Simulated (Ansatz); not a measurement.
## Rb2LiVO4 (Cmc2_1): spin-orbit coupling beyond the local functionals

Wanted: gaps of Rb2LiVO4 (Cmc2_1) with and without spin-orbit coupling, with cost.

Calculated with Ansatz 0.2.0; density functionals with and without spin-orbit coupling, plane waves, PAW.

**The experiments to reproduce.**

- Gap 3.8 eV: optical gap from diffuse reflectance; UV-vis-NIR diffuse reflectance; powder (polycrystalline, solid-state reaction) (“Growth, Properties, and Theoretical Analysis of M2LiVO4 (M = Rb, Cs) Crystals: Two Potential Mid-Infrared Nonlinear Optical Materials”, 2017, pmc:5432528).

Report form: the programs' logs are mostly left out.

In doubt: the elements are of a kind flagged for part-filled d or f shells, though by formal charges that shell is empty here, so the flag may not apply.

### Step 1. Set-up

The structure is orthorhombic, space group Cmc2_1 (No. 36). The conventional cell has a = 5.879 Å, b = 11.701 Å, c = 7.933 Å, α = 90.00°, β = 90.00°, γ = 90.00°. Nearest to Rb lie 10 O at 2.88 to 3.57 Å and 3 Li at 3.18 to 3.60 Å and 1 V at 3.49 Å. Nearest to Rb lie 8 O at 2.89 to 3.24 Å and 1 Li at 3.11 Å. Li has 4 O at 1.89 to 2.06 Å nearest. Nearest to V lie 4 O at 1.71 to 1.72 Å. O has 1 V at 1.72 Å and 1 Li at 1.89 Å and 5 Rb at 3.02 to 3.57 Å nearest. Nearest to O lie 1 V at 1.71 Å and 1 Li at 2.06 Å and 4 Rb at 2.88 to 3.06 Å. Farther neighbours and most contacts between anions are not listed.

The cell and positions come from the Crystallography Open Database and are kept as given unless a step says otherwise.

### Step 2. HSE06, 2×2×2 mesh

This step: DFT, HSE06, plane waves, PAW; PAW set soft_1.

The input, input.yaml:

```yaml
crystal:
  lattice:
    - [2.9395, -5.8505, 0.0]
    - [2.9395, 5.8505, 0.0]
    - [0.0, 0.0, 7.933]
  atoms:
    - { symbol: Rb, position: [0.605, 0.395, 0.9488] }
    - { symbol: Rb, position: [0.395, 0.605, 0.4488] }
    - { symbol: Rb, position: [0.0617, 0.9383, 0.5932] }
    - { symbol: Rb, position: [0.9383, 0.0617, 0.0932] }
    - { symbol: Li, position: [0.1989, 0.8011, 0.1716] }
    - { symbol: Li, position: [0.8011, 0.1989, 0.6716] }
    - { symbol: V, position: [0.6905, 0.3095, 0.3894] }
    - { symbol: V, position: [0.3095, 0.6905, 0.8894] }
    - { symbol: O, position: [0.4087, 0.1191, 0.2817] }
    - { symbol: O, position: [0.5913, 0.8809, 0.7817] }
    - { symbol: O, position: [0.8809, 0.5913, 0.2817] }
    - { symbol: O, position: [0.1191, 0.4087, 0.7817] }
    - { symbol: O, position: [0.634, 0.366, 0.5887] }
    - { symbol: O, position: [0.366, 0.634, 0.0887] }
    - { symbol: O, position: [0.835, 0.165, 0.4236] }
    - { symbol: O, position: [0.165, 0.835, 0.9236] }
kpoints:
  mp_grid: { grid: [2, 2, 2] }
  band_path:
    path:
      - [0.0, 0.0, 0.0]
      - [-0.5, 0.5, 0.0]
      - [-0.68688959, 0.31311041, 0.0]
      - [-0.31311041, -0.31311041, 0.0]
      - [0.0, 0.0, -0.5]
      - [-0.31311041, -0.31311041, -0.5]
      - [-0.68688959, 0.31311041, -0.5]
      - [-0.5, 0.5, -0.5]
      - [-0.5, 0.0, 0.0]
    npoints: 1
hamiltonian:
  xc: hse06
  pseudopotentials: { kind: paw, azcp: { folder: soft_1 } }
scf:
  occupations: { method: fixed }
  n_extra_bands: 9
output:
  eigenvalues: true
```

Run with:

```sh
$ ansatz run input.yaml --threads 24 --pin off --max-ram 82944MiB --backend cuda --events-out ev --progress --plain --runs-dir out --devices 1 --max-vram 78GiB
```

The job ended after 7.5 s (1 × NVIDIA GB200 (shared by 2 runs) with 24 threads of Arm Neoverse V2, shared host; peak memory 1.5 GiB; 45 s of CPU time).

Numbers from this step:

* gap: 5.585 eV
* valence top at: Y
* conduction bottom at: k = (-0.500, 0.000, 0.000)
* least direct gap: 5.667 eV
* exact-exchange fraction: 0.25

The gap is indirect, with the least direct gap 0.08 eV higher.

### Step 3. HSE06+SOC, 2×2×2 mesh

Spin-orbit coupling can split or shift the edges; a non-collinear run measures by how much.

This step: DFT, HSE06 with spin-orbit coupling, plane waves, PAW; PAW set soft_1.

Edit input.yaml of step 2 so:

```diff
@@ -38,6 +38,9 @@
   xc: hse06
-  pseudopotentials: { kind: paw, azcp: { folder: soft_1 } }
+  pseudopotentials: { kind: paw_fr, azcp: { folder: soft_1 } }
 scf:
   occupations: { method: fixed }
-  n_extra_bands: 9
+  n_extra_bands: 18
+magnetization:
+  noncollinear: true
+  spin_orbit: true
 output:
```

Run time: 23 s. Hardware: 1 × NVIDIA GB200 (shared by 2 runs) with 24 threads; peak memory 2.6 GiB; 2.5 min of CPU time.

Numbers from this step:

```
gap                     : 5.585 eV
valence top at          : Y
conduction bottom at    : k = (-0.500, 0.000, 0.000)
least direct gap        : 5.667 eV
exact-exchange fraction : 0.25
```

The gap is that of HSE06.

### Step 4. Together

Times are wall times on 1 × NVIDIA GB200 (shared by 2 runs) with 24 threads of Arm Neoverse V2, shared host, good to a factor of about two.

| level | gap (eV) | with coupling (eV) | change (eV) | time | with coupling |
| --- | --- | --- | --- | --- | --- |
| HSE06 | 5.59 | 5.58 | −0.001 | 7.5 s | 23 s |

### Step 5. What came out

```json
{"HSE06": "5.59 eV", "HSE06+SOC": "5.58 eV"}
```

In words: Spin-orbit coupling changes the gap by −0.001 eV and the least direct gap by −0.001 eV. Against experiment, by HSE06+SOC: the gap of 5.58 eV lies +1.78 eV from the measured 3.8 eV (optical, 2017). An exciton line or allowed optical edge lies below the quasiparticle gap by the binding energy; a forbidden edge can push the onset above it. The lattice is static and excitons are left out. The runs have no spin polarisation. For a closed low-spin shell that is the natural state; where a d or f shell is open it is a constraint, and the gap is then not the crystal's own.

[Paths, hosts, dates, memory and timing lines, banners, echoed tables and standing remarks are left out of the program output.]

[Logs are printed without paths, hosts, clocks, repeated set-up lines and the standing remarks that a program may print on its own settings, such as how far it seeks lower states.]

[Runs of the session that timed out or met a known fault of the program may be left out.]

[Cells called generated may have been cut or substituted from an entry of the Crystallography Open Database or the Materials Project.]

[Hosts, paths, dates, database ids (printed as entryN), source tags and the programs' standing remarks are cut or masked in the printed files.]
